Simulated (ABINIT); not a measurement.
Computed results, one entry a study.

### A GW chain in ABINIT: Sr2H3I (P-3m1)

Symmetry: P-3m1, No. 164, trigonal system. Conventional cell: a = 4.243 Å, b = 4.243 Å, c = 7.683 Å, α = 90.00°, β = 90.00°, γ = 120.00°. Nearest to Sr lie 7 H at 2.47 to 2.81 Å and 3 I at 3.48 Å. Nearest to H lie 6 H at 2.68 Å and 6 Sr at 2.81 Å. Nearest to H lie 4 Sr at 2.47 Å. Nearest to I lie 6 Sr at 3.48 Å. Farther neighbours, and contacts between anions beyond the nearest, are not listed.

| Quantity | Value |
| --- | --- |
| method | RPA screening on LDA, plane waves, norm-conserving pseudopotentials (and 2 further levels or steps) |
| program | ABINIT 10.8.3 |
| settings | cutoff 31 Ha, PseudoDojo scalar-relativistic 0.4.1 standard, norm-conserving, ngkpt (3, 3, 2), nband 160, ecuteps 4.8 Ha, inclvkb 2, shiftk (0, 0, 0), symchi 1, awtr 1, frequency ppm, 3×3×2 k-mesh |
| cost | 5 runs, 4.9 min in all on 4 MPI ranks of Arm Neoverse V1, shared host |
| notes | The program’s warnings: nkpt*nsppol () is not a multiple of nproc spkpt (). The cell and positions are those that the Materials Project relaxed with its own functionals (PBE, PBE+U or r2SCAN), kept fixed. Limits: no spin-orbit coupling. Local fields lower the RPA ε∞ on this mesh from 6.24 to 5.52; a Γ-centred mesh this coarse tends to raise both, most where the direct gap is narrow, while a short band sum lowers them. The 3×3×2 mesh is coarse for this cell, which bears on the long-range parts of exchange and screening. |
| LDA gap | 1.75 eV, indirect |
| G0W0 gap on the mesh | 3.62 eV |
| G0W0 gap over the zone (rigid shift) | 3.51 eV |
| GW settings | 3×3×2 mesh, 160 bands, screening to 130.6 eV, Godby-Needs plasmon pole |
| known limits | short of the basis limit; no spin-orbit coupling; coarse k mesh |

G0W0 moves the gap on the mesh from 1.87 eV to 3.62 eV (+1.76 eV), with Z of 0.78 and 0.82 at the edges. The mesh misses the band edges by 0.11 eV in all; a rigid shift gives 3.51 eV for the zone.

[Paths, hosts, dates, memory and timing lines, banners, echoed tables and standing remarks are left out of the program output; an Ansatz launch command may be rebuilt from the run's recorded settings. Measured values are a selection of at most five: reports struck by readers or far from the other reports are left out. None is set beside runs whose start may be inverted or whose files or cutoffs have a known fault.]

[Runs of the session that timed out or met a known fault of the program may be left out.]

[Hosts, paths, dates, database ids (printed as entryN), source tags and the programs' standing remarks are cut or masked in the printed files.]

[G0W0 gaps are taken among the corrected bands and points alone; a level outside them can change the order at an edge.]

[Where Ansatz stands beside ABINIT at settings called matched, ABINIT's density can come from a denser mesh and the files from another edition; pairs whose starting gaps differed by over 0.03 eV were left out, so agreement reads better than it is.]
